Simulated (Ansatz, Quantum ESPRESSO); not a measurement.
# Conductance against width: a Al chain with one bond drawn out, part 2 of 5

Aim: how the conductance falls as the barrier grows, for a Al chain with one bond drawn out.

Quantum ESPRESSO 7.5; plane-wave DFT, LDA, GBRV ultrasoft pseudopotentials; cross-check by Ansatz 0.2.0 with PAW datasets.

So far. Step 2 (SCF with pw.x, 0.3 Å): The run needed 23 iterations to bring the estimated error under 1e-07 Ry; the largest force on any atom, held or free, is 1.37 eV/Å.

## Step 3: Transmission with pwcond.x, 0.3 Å

Level of this step: transmission by pwcond, lead and junction from one cell; plane-wave DFT, LDA, GBRV ultrasoft pseudopotentials (Quantum ESPRESSO).

prefixt takes both regions from one run: the lead from 0 to bdl, the scattering region from bdl to bds (units of alat). ikind = 1 puts the same lead on both sides. The program's T_tot counts both spins in a run without spin; the tables below give T per spin.

Contents of j0.cond.in:

```
&inputcond
  outdir = './out'
  prefixt = 'j0.scf'
  tran_file = 'j0.cond.dat'
  bdl = 0.6400000000
  bds = 3.8800000000
  ikind = 1
  ewind = 4.0
  epsproj = 1e-05
  nz1 = 7
  energy0 = 2.0
  denergy = -0.1
/
1
  0.00000000 0.00000000 1.00000000
41
```

On the command line:

```bash
$ OMP_NUM_THREADS=1 mpirun -n 4 pwcond.x -in j0.cond.in > j0.cond.out
```

The program printed:

```text
[banner, memory and clock lines left out]
Program PWCOND v.7.5 starts

          URL

     ./out/j0.scf.save/

     IMPORTANT: XC functional enforced from input :
     Exchange-correlation= PZ
                           (   1   1   0   0   0   0   0)
     Any further DFT definition will be discarded
     Please, verify this is what you really want

     negative rho (up, down):  1.378E-05 0.000E+00
     Reading collected, re-writing distributed wavefunctions

===== INPUT FILE containing all the regions =====

     GEOMETRY:

     lattice parameter (alat)  =      14.1729  a.u.
     the volume                =   11046.1800 (a.u.)^3
     the cross section         =     200.8724 (a.u.)^2
     l of the unit cell        =       3.8800 (alat)
     number of atoms/cell      =           12
     number of atomic types    =            1

     crystal axes: (cart. coord. in units of alat)
               a(1) = (  1.0000  0.0000  0.0000 )
               a(2) = (  0.0000  1.0000  0.0000 )
               a(3) = (  0.0000  0.0000  3.8800 )

   Cartesian axes

     site n.     atom                  positions (alat units)
          1        Al     tau(  1)=(  0.5000  0.5000  3.8800  )
          2        Al     tau(  2)=(  0.5000  0.5000  0.3200  )
          3        Al     tau(  3)=(  0.5000  0.5000  0.6400  )
          4        Al     tau(  4)=(  0.5000  0.5000  0.9600  )
          5        Al     tau(  5)=(  0.5000  0.5000  1.2800  )
          6        Al     tau(  6)=(  0.5000  0.5000  1.6000  )
          7        Al     tau(  7)=(  0.5000  0.5000  1.9600  )
          8        Al     tau(  8)=(  0.5000  0.5000  2.2800  )
          9        Al     tau(  9)=(  0.5000  0.5000  2.6000  )
         10        Al     tau( 10)=(  0.5000  0.5000  2.9200  )
         11        Al     tau( 11)=(  0.5000  0.5000  3.2400  )
         12        Al     tau( 12)=(  0.5000  0.5000  3.5600  )

     nr1s                      =           54
     nr2s                      =           54
     nr3s                      =          216
     nr1sx                     =           54
     nr2sx                     =           54
     nr3sx                     =          216
     nr1                       =           60
     nr2                       =           60
     nr3                       =          240
     nr1x                      =           60
     nr2x                      =           60
     nr3x                      =          240

 _______________________________
  Radii of nonlocal spheres:

     type       ibeta     ang. mom.          radius (alat units)
       Al         1         0                    0.1354
       Al         2         1                    0.1354
       Al         3         2                    0.1354
----- General information -----

--- T calc. with identical leads (ikind=1) ---

     nrx                       =           54
     nry                       =           54
     nz1                       =            7

     energy0               =         2.0E+00
     denergy               =        -1.0E-01
     nenergy               =         41
     ecut2d                =         3.4E+01
     ewind                 =         4.0E+00
     epsproj               =         1.0E-05

     number of k_|| points=    1
                       cryst. coord.
        k(    1) = (   0.0000000   0.0000000), wk =   1.0000000
----- Information about left/right lead -----

     nocros                   =            9
     noins                    =            9
     norb                     =           27
     norbf                    =           99
     nrz                      =           36

      iorb      type   ibeta   ang. mom.   m       position (alat)
        1        1       1        0        1   taunew(   1)=(  0.5000  0.5000  0.0000)
        2        1       2        1        1   taunew(   2)=(  0.5000  0.5000  0.0000)
        3        1       2        1        2   taunew(   3)=(  0.5000  0.5000  0.0000)
        4        1       2        1        3   taunew(   4)=(  0.5000  0.5000  0.0000)
        5        1       3        2        1   taunew(   5)=(  0.5000  0.5000  0.0000)
        6        1       3        2        2   taunew(   6)=(  0.5000  0.5000  0.0000)
        7        1       3        2        3   taunew(   7)=(  0.5000  0.5000  0.0000)
        8        1       3        2        4   taunew(   8)=(  0.5000  0.5000  0.0000)
        9        1       3        2        5   taunew(   9)=(  0.5000  0.5000  0.0000)
       10        1       1        0        1   taunew(  10)=(  0.5000  0.5000  0.3200)
       11        1       2        1        1   taunew(  11)=(  0.5000  0.5000  0.3200)
       12        1       2        1        2   taunew(  12)=(  0.5000  0.5000  0.3200)
       13        1       2        1        3   taunew(  13)=(  0.5000  0.5000  0.3200)
       14        1       3        2        1   taunew(  14)=(  0.5000  0.5000  0.3200)
       15        1       3        2        2   taunew(  15)=(  0.5000  0.5000  0.3200)
       16        1       3        2        3   taunew(  16)=(  0.5000  0.5000  0.3200)
       17        1       3        2        4   taunew(  17)=(  0.5000  0.5000  0.3200)
       18        1       3        2        5   taunew(  18)=(  0.5000  0.5000  0.3200)
       19        1       1        0        1   taunew(  19)=(  0.5000  0.5000  0.6400)
       20        1       2        1        1   taunew(  20)=(  0.5000  0.5000  0.6400)
       21        1       2        1        2   taunew(  21)=(  0.5000  0.5000  0.6400)
       22        1       2        1        3   taunew(  22)=(  0.5000  0.5000  0.6400)
       23        1       3        2        1   taunew(  23)=(  0.5000  0.5000  0.6400)
       24        1       3        2        2   taunew(  24)=(  0.5000  0.5000  0.6400)
       25        1       3        2        3   taunew(  25)=(  0.5000  0.5000  0.6400)
       26        1       3        2        4   taunew(  26)=(  0.5000  0.5000  0.6400)
       27        1       3        2        5   taunew(  27)=(  0.5000  0.5000  0.6400)
    k slab    z(k)  z(k+1)     crossing(iorb=1,norb)
    1   0.0000 0.0178 0.0178   111111111000000000000000000
    2   0.0178 0.0356 0.0178   111111111000000000000000000
    3   0.0356 0.0533 0.0178   111111111000000000000000000
    4   0.0533 0.0711 0.0178   111111111000000000000000000
    5   0.0711 0.0889 0.0178   111111111000000000000000000
    6   0.0889 0.1067 0.0178   111111111000000000000000000
    7   0.1067 0.1244 0.0178   111111111000000000000000000
    8   0.1244 0.1422 0.0178   111111111000000000000000000
    9   0.1422 0.1600 0.0178   000000000000000000000000000
   10   0.1600 0.1778 0.0178   000000000000000000000000000
[...]
87        1       3        2        2   taunew(  87)=(  0.5000  0.5000  2.9200)
       88        1       3        2        3   taunew(  88)=(  0.5000  0.5000  2.9200)
       89        1       3        2        4   taunew(  89)=(  0.5000  0.5000  2.9200)
       90        1       3        2        5   taunew(  90)=(  0.5000  0.5000  2.9200)
       91        1       1        0        1   taunew(  91)=(  0.5000  0.5000  3.2400)
       92        1       2        1        1   taunew(  92)=(  0.5000  0.5000  3.2400)
       93        1       2        1        2   taunew(  93)=(  0.5000  0.5000  3.2400)
       94        1       2        1        3   taunew(  94)=(  0.5000  0.5000  3.2400)
       95        1       3        2        1   taunew(  95)=(  0.5000  0.5000  3.2400)
       96        1       3        2        2   taunew(  96)=(  0.5000  0.5000  3.2400)
       97        1       3        2        3   taunew(  97)=(  0.5000  0.5000  3.2400)
       98        1       3        2        4   taunew(  98)=(  0.5000  0.5000  3.2400)
       99        1       3        2        5   taunew(  99)=(  0.5000  0.5000  3.2400)
 ngper, shell number =          545          70
 ngper, n2d =          545         110
---  E-Ef =    2.0000000  k =    0.0000000   0.0000000
---  ie =          1  ik =          1
 Nchannels of the left tip =            3
 Right moving states:
   k1(2pi/a)   k2(2pi/a)   E-Ef (eV)
   0.1615138   0.0000034   2.0000000
  -0.3738032   0.0000013   2.0000000
  -0.3738032   0.0000013   2.0000000
 Left moving states:
   k1(2pi/a)   k2(2pi/a)   E-Ef (eV)
  -0.1615138   0.0000034   2.0000000
   0.3738032   0.0000013   2.0000000
   0.3738032   0.0000013   2.0000000

 to transmit
 Band j to band i transmissions and reflections:
    j         i     |T_ij|^2    |R_ij|^2

    1 -->     1     0.88481     0.11519
    1 -->     2     0.00000     0.00000
    1 -->     3     0.00000     0.00000
   Total T_j, R_j =    0.88481  0.11519

    2 -->     1     0.00000     0.00000
    2 -->     2     0.93698     0.06193
    2 -->     3     0.00000     0.00109
   Total T_j, R_j =    0.93698  0.06302

    3 -->     1     0.00000     0.00000
    3 -->     2     0.00000     0.00109
    3 -->     3     0.93698     0.06193
   Total T_j, R_j =    0.93698  0.06302

E-Ef(ev), T(x2 spins) =    2.0000000   5.5175338
---  E-Ef =    1.9000000  k =    0.0000000   0.0000000
---  ie =          2  ik =          1
 Nchannels of the left tip =            3
 Right moving states:
   k1(2pi/a)   k2(2pi/a)   E-Ef (eV)
   0.1526410   0.0000034   1.9000000
  -0.3871089   0.0000013   1.9000000
  -0.3871089   0.0000013   1.9000000
 Left moving states:
   k1(2pi/a)   k2(2pi/a)   E-Ef (eV)
  -0.1526410   0.0000034   1.9000000
   0.3871090   0.0000013   1.9000000
   0.3871090   0.0000013   1.9000000

 to transmit
 Band j to band i transmissions and reflections:
    j         i     |T_ij|^2    |R_ij|^2

    1 -->     1     0.87782     0.12218
    1 -->     2     0.00000     0.00000
    1 -->     3     0.00000     0.00000
   Total T_j, R_j =    0.87782  0.12218

    2 -->     1     0.00000     0.00000
    2 -->     2     0.93546     0.06241
    2 -->     3     0.00000     0.00213
   Total T_j, R_j =    0.93546  0.06454

    3 -->     1     0.00000     0.00000
    3 -->     2     0.00000     0.00213
    3 -->     3     0.93546     0.06241
   Total T_j, R_j =    0.93546  0.06454

E-Ef(ev), T(x2 spins) =    1.9000000   5.4974593
---  E-Ef =    1.8000000  k =    0.0000000   0.0000000
---  ie =          3  ik =          1
 Nchannels of the left tip =            3
 Right moving states:
   k1(2pi/a)   k2(2pi/a)   E-Ef (eV)
   0.1436186   0.0000035   1.8000000
  -0.4007041   0.0000013   1.8000000
  -0.4007041   0.0000013   1.8000000
 Left moving states:
   k1(2pi/a)   k2(2pi/a)   E-Ef (eV)
  -0.1436186   0.0000035   1.8000000
   0.4007041   0.0000013   1.8000000
   0.4007041   0.0000013   1.8000000

 to transmit
 Band j to band i transmissions and reflections:
    j         i     |T_ij|^2    |R_ij|^2

    1 -->     1     0.86944     0.13056
    1 -->     2     0.00000     0.00000
    1 -->     3     0.00000     0.00000
   Total T_j, R_j =    0.86944  0.13056

    2 -->     1     0.00000     0.00000
    2 -->     2     0.93341     0.06291
    2 -->     3     0.00000     0.00368
   Total T_j, R_j =    0.93341  0.06659

    3 -->     1     0.00000     0.00000
    3 -->     2     0.00000     0.00368
    3 -->     3     0.93341     0.06291
   Total T_j, R_j =    0.93341  0.06659

E-Ef(ev), T(x2 spins) =    1.8000000   5.4725145
[... further energies and points left out ...]
---  E-Ef =   -1.8000000  k =    0.0000000   0.0000000
---  ie =         39  ik =          1
 Nchannels of the left tip =            1
 Right moving states:
   k1(2pi/a)   k2(2pi/a)   E-Ef (eV)
  -0.1061308   0.0000035  -1.8000000
 Left moving states:
   k1(2pi/a)   k2(2pi/a)   E-Ef (eV)
   0.1061308   0.0000035  -1.8000000

 to transmit
 Band j to band i transmissions and reflections:
    j         i     |T_ij|^2    |R_ij|^2

    1 -->     1     0.99225     0.00775
   Total T_j, R_j =    0.99225  0.00775

E-Ef(ev), T(x2 spins) =   -1.8000000   1.9844939
---  E-Ef =   -1.9000000  k =    0.0000000   0.0000000
---  ie =         40  ik =          1
 Nchannels of the left tip =            1
 Right moving states:
   k1(2pi/a)   k2(2pi/a)   E-Ef (eV)
  -0.1184246   0.0000035  -1.9000000
 Left moving states:
   k1(2pi/a)   k2(2pi/a)   E-Ef (eV)
   0.1184246   0.0000035  -1.9000000

 to transmit
 Band j to band i transmissions and reflections:
    j         i     |T_ij|^2    |R_ij|^2

    1 -->     1     0.98920     0.01080
   Total T_j, R_j =    0.98920  0.01080

E-Ef(ev), T(x2 spins) =   -1.9000000   1.9784082
---  E-Ef =   -2.0000000  k =    0.0000000   0.0000000
---  ie =         41  ik =          1
 Nchannels of the left tip =            1
 Right moving states:
   k1(2pi/a)   k2(2pi/a)   E-Ef (eV)
  -0.1303940   0.0000035  -2.0000000
 Left moving states:
   k1(2pi/a)   k2(2pi/a)   E-Ef (eV)
   0.1303940   0.0000035  -2.0000000

 to transmit
 Band j to band i transmissions and reflections:
    j         i     |T_ij|^2    |R_ij|^2

    1 -->     1     0.98594     0.01406
   Total T_j, R_j =    0.98594  0.01406

E-Ef(ev), T(x2 spins) =   -2.0000000   1.9718835
   T_tot     2.00000      0.55175E+01
   T_tot     1.90000      0.54975E+01
   T_tot     1.80000      0.54725E+01
   T_tot     1.70000      0.54408E+01
   T_tot     1.60000      0.54005E+01
   T_tot     1.50000      0.53497E+01
   T_tot     1.40000      0.52869E+01
   T_tot     1.30000      0.52104E+01
   T_tot     1.20000      0.51125E+01
   T_tot     1.10000      0.50218E+01
   T_tot     1.00000      0.48546E+01
   T_tot     0.90000      0.45780E+01
   T_tot     0.80000      0.38972E+01
   T_tot     0.70000      0.36305E+01
   T_tot     0.60000      0.36429E+01
   T_tot     0.50000      0.36518E+01
   T_tot     0.40000      0.36658E+01
   T_tot     0.30000      0.36996E+01
   T_tot     0.20000      0.37617E+01
   T_tot     0.10000      0.38383E+01
   T_tot    -0.00000      0.38875E+01
   T_tot    -0.10000      0.38575E+01
   T_tot    -0.20000      0.37159E+01
   T_tot    -0.30000      0.34738E+01
   T_tot    -0.40000      0.00000E+00
   T_tot    -0.50000      0.00000E+00
   T_tot    -0.60000      0.00000E+00
   T_tot    -0.70000      0.00000E+00
   T_tot    -0.80000      0.00000E+00
   T_tot    -0.90000      0.00000E+00
   T_tot    -1.00000      0.00000E+00
   T_tot    -1.10000      0.00000E+00
   T_tot    -1.20000      0.00000E+00
   T_tot    -1.30000      0.19909E+01
   T_tot    -1.40000      0.19996E+01
   T_tot    -1.50000      0.19979E+01
   T_tot    -1.60000      0.19945E+01
   T_tot    -1.70000      0.19899E+01
   T_tot    -1.80000      0.19845E+01
   T_tot    -1.90000      0.19784E+01
   T_tot    -2.00000      0.19719E+01

Note: The following floating-point exceptions are signalling: IEEE_UNDERFLOW_FLAG
Note: The following floating-point exceptions are signalling: IEEE_UNDERFLOW_FLAG
Note: The following floating-point exceptions are signalling: IEEE_UNDERFLOW_FLAG
Note: The following floating-point exceptions are signalling: IEEE_UNDERFLOW_FLAG
```

Wall time 80 s (4 MPI ranks of Arm Neoverse V1, shared host); peak memory 0.37 GiB; 5.4 min of CPU time.

This step gave:

| Property | Result |
| --- | --- |
| lead channels at the Fermi level, one spin | 2 |
| transmission at the Fermi level, one spin | 1.944 |
| conductance | 1.944 G₀ |

Per spin. Table of open channels by energy, zero at the Fermi level:

energy (eV), open channels and a bar:
```
    -2.00       1.00 ##########
    -1.80       1.00 ##########
    -1.60       1.00 ##########
    -1.40       1.00 ##########
    -1.20       0.00 
    -1.00       0.00 
    -0.90       0.00 
    -0.70       0.00 
    -0.50       0.00 
    -0.30       2.00 ####################
    -0.10       2.00 ####################
     0.00       2.00 ####################
     0.10       2.00 ####################
     0.30       2.00 ####################
     0.50       2.00 ####################
     0.70       2.00 ####################
     0.90       3.00 ##############################
     1.00       3.00 ##############################
     1.20       3.00 ##############################
     1.40       3.00 ##############################
     1.60       3.00 ##############################
     1.80       3.00 ##############################
     2.00       3.00 ##############################
```

Per spin. The transmission by energy, zero at the Fermi level:

energy (eV), transmission and a bar:
```
    -2.00       0.99 ###########
    -1.90       0.99 ###########
    -1.70       0.99 ###########
    -1.60       1.00 ###########
    -1.40       1.00 ###########
    -1.30       1.00 ###########
    -1.20       0.00 
    -1.00       0.00 
    -0.90       0.00 
    -0.80       0.00 
    -0.60       0.00 
    -0.50       0.00 
    -0.30       1.74 ###################
    -0.20       1.86 ####################
    -0.10       1.93 #####################
     0.00       1.94 #####################
     0.10       1.92 #####################
     0.20       1.88 ####################
     0.30       1.85 ####################
     0.50       1.83 ####################
     0.60       1.82 ####################
     0.80       1.95 #####################
     0.90       2.29 #########################
     1.00       2.43 ##########################
     1.20       2.56 ############################
     1.30       2.61 ############################
     1.40       2.64 #############################
     1.60       2.70 #############################
     1.70       2.72 ##############################
     1.90       2.75 ##############################
     2.00       2.76 ##############################
```

[end of part 2 of 5]

[Logs are printed without paths, hosts, clocks, repeated set-up lines and the standing remarks that a program may print on its own settings, such as how far it seeks lower states.]

[Hosts, paths, dates, database ids (printed as entryN), source tags and the programs' standing remarks are cut or masked in the printed files.]

[Maps of the electrostatic potential energy from Ansatz leave out the sawtooth potential of an applied field or a dipole correction, so their vacuum need not be flat; planar profiles and work functions include it.]
